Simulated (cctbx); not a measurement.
## Interatomic vectors of Li2MnCl5

Space group Pna2_1 (no. 33), a = 10.7410 Å, b = 9.4840 Å, c = 7.7480 Å, α = 90.00°, β = 90.00°, γ = 90.00°, content Mn4 Cl20 Li8.

Simulated single-crystal data (cctbx): Mo Kα, λ = 0.71073 Å, to d = 0.65 Å, 70 % of the full sphere, strongest reflection 20000 counts, noise from counting, a 2 % proportional error and a noise floor of 15 counts (s.d.); no absorption, some extinction.

Patterson synthesis, origin scaled to 1000:

```text
Patterson group P m m m
      u       v       w   height  length (A)
  0.000   0.000   0.000   1000.0     0.00
  0.000   0.000   0.500    526.1     3.87
  0.500   0.000   0.000    365.7     5.37
  0.500   0.500   0.500    364.5     8.14
  0.500   0.500   0.000    309.9     7.16
  0.000   0.500   0.000    297.3     4.74
  0.000   0.500   0.500    294.6     6.12
  0.500   0.000   0.500    234.3     6.62
  0.196   0.103   0.000    191.0     2.33
  0.302   0.397   0.500    161.3     6.30
  0.425   0.338   0.250    147.1     5.91
  0.076   0.163   0.249    146.2     2.61
  0.500   0.175   0.000    128.5     5.62
  0.349   0.500   0.500    122.3     7.18
```

Q: Assign the vectors.

A peak at u stands for all pairs with xi − xj = u, with weight Σ ZiZj against Σ Z² = 8352 at the origin. Peak heights follow these weights only roughly, since form factors, motion and series ripples differ, all vectors within 0.55 Å of a peak are counted as merged into it though the farther ones add only part of their weight, and F(000) is left out, which lowers the whole map:

| u | v | w | shortest length (Å) | height | 1000 ΣZiZj/ΣZ² | pairs in the cell |
| --- | --- | --- | --- | --- | --- | --- |
| 0.000 | 0.000 | 0.500 | 3.87 | 526 | 1000 | 20 × Cl–Cl, 4 × Mn–Mn, 8 × Li–Li |
| 0.500 | 0.000 | 0.000 | 5.37 | 366 | 407 | 8 × Mn–Cl |
| 0.500 | 0.500 | 0.500 | 8.14 | 364 | 438 | 4 × Mn–Mn, 4 × Cl–Cl |
| 0.500 | 0.500 | 0.000 | 7.16 | 310 | 438 | 4 × Mn–Mn, 4 × Cl–Cl |
| 0.000 | 0.500 | 0.000 | 4.74 | 297 | 407 | 8 × Mn–Cl |
| 0.000 | 0.500 | 0.500 | 6.12 | 295 | 407 | 8 × Mn–Cl |
| 0.500 | 0.000 | 0.500 | 6.62 | 234 | 407 | 8 × Mn–Cl |
| 0.196 | 0.103 | 0.000 | 2.32 | 191 | 204 | 4 × Mn–Cl |
| 0.302 | 0.397 | 0.500 | 6.30 | 161 | 204 | 4 × Mn–Cl |
| 0.425 | 0.338 | 0.250 | 5.90 | 147 | 204 | 4 × Mn–Cl |

The table stops at ten peaks or at a height of 45, below which ripples compete. In the model behind the data Mn, the heaviest element, has 1 independent site: (0.0066, 0.0140, 0.5037), up to an allowed shift of origin; the Mn–Mn vectors are differences of these positions and their symmetry mates. The whole model:

| atom | mult. | x | y | z | Ueq (Å²) |
| --- | --- | --- | --- | --- | --- |
| Mn1 | 4 | 0.0066 | 0.0140 | 0.5037 | 0.0042 |
| Cl1 | 4 | 0.5090 | 0.0057 | 0.4940 | 0.0049 |
| Cl2 | 4 | 0.7968 | 0.0887 | 0.0004 | 0.0034 |
| Cl3 | 4 | 0.0708 | 0.1606 | 0.7770 | 0.0063 |
| Cl4 | 4 | 0.0769 | 0.1626 | 0.2436 | 0.0026 |
| Cl5 | 4 | 0.8121 | 0.1202 | 0.5088 | 0.0087 |
| Li1 | 4 | 0.3627 | 0.9234 | 0.7417 | 0.0092 |
| Li2 | 4 | 0.3609 | 0.9212 | 0.2548 | 0.0084 |

The model is made up (kin elements in a known structure type, no relaxation), so it says nothing on whether the phase exists.

[Logs are printed without paths, hosts, clocks, repeated set-up lines and the standing remarks that a program may print on its own settings, such as how far it seeks lower states.]
